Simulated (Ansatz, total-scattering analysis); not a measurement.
# methanol: neutron weights and totals by hand

A simulated model of methanol at 300 K, fixed volume (mean pressure -0.4 GPa), from ab initio molecular dynamics with Ansatz (LDA, plane waves, PAW default files, Langevin thermostat, no spin, fixed volume, H with the mass of D). The average runs over 0.88 ps of 96 atoms, so shells between rare elements are rough. Mean temperature 301 K, largest m.s.d. 3.27 Å², energy drift -1 meV an atom (last third less first, no steady trend), Langevin friction 10 ps⁻¹; the first quarter of the run is discarded. Start: last frame of a classical run of this cell at the same density and temperature. So short a stretch relaxes bonds and nearest shells but still remembers its start. It is a liquid. LDA overbinds hydrogen bonds, so O–O contacts come out short and the liquid too structured. Atom fractions C 0.1667, O 0.1667, H 0.6667; masses C 12.011, O 15.999, H 1.008 u; density 0.7900 g/cm³; coherent lengths C 6.6472, O 5.8037, H 6.6681 fm (H as D). Faber–Ziman partials at a few Q:

| Q (Å⁻¹) | S H–H | S C–O | S C–H | S O–H | S O–O | S C–C |
| --- | --- | --- | --- | --- | --- | --- |
| 1.70 | 0.759 | 3.907 | 4.222 | 2.020 | -0.176 | 5.143 |
| 3.20 | 1.216 | -0.986 | 0.458 | 0.842 | 2.410 | 1.466 |
| 4.40 | 1.150 | 1.454 | 0.189 | 0.978 | 0.120 | 0.830 |

The pair function g(CO), r in Å, every 0.06 Å up to its first minimum: 1.35 7.05, 1.41 31.56, 1.47 6.89, 1.53 0.12.

**Tasks.** (a) The number density. (b) The neutron weights. (c) The neutron S(Q) at the listed Q. (d) The number of O around C.

(a) The mean mass is 0.1667×12.011 + 0.1667×15.999 + 0.6667×1.008 = 5.341 u, so ρ₀ = 0.7900/(5.341 × 1.66054) = 0.08907 Å⁻³.

(b) ⟨b⟩ = 0.1667×6.6472 + 0.1667×5.8037 + 0.6667×6.6681 = 6.521 fm. The weight of a pair is ci cj bi bj (2 − δij)/⟨b⟩²: H–H 0.465, C–O 0.050, C–H 0.232, O–H 0.202, O–O 0.022, C–C 0.029; they sum to 1.000.

(c) S = 1 + Σ w (Sij − 1). At 1.70 Å⁻¹: 1 − 0.112 + 0.147 + 0.746 + 0.206 − 0.026 + 0.120 = 2.081; C–H pushes up most; H–H pulls down most. At 3.20 Å⁻¹: 1 + 0.100 − 0.100 − 0.126 − 0.032 + 0.031 + 0.013 = 0.886; H–H pushes up most; C–H pulls down most. At 4.40 Å⁻¹: 1 + 0.070 + 0.023 − 0.188 − 0.004 − 0.019 − 0.005 = 0.877; H–H pushes up most; C–H pulls down most.

(d) n = 4πρ₀ c(O) Σ r² g Δr. The sum Σ r² g over the listed points is 90.8 Å², so n = 4π × 0.08907 × 0.1667 × 90.8 × 0.06 = 1.02; counting pairs in the frames up to 1.80 Å gives 1.00; the coarse grid accounts for the difference. By balance, each O has n c(C)/c(O) = 1.02 C.
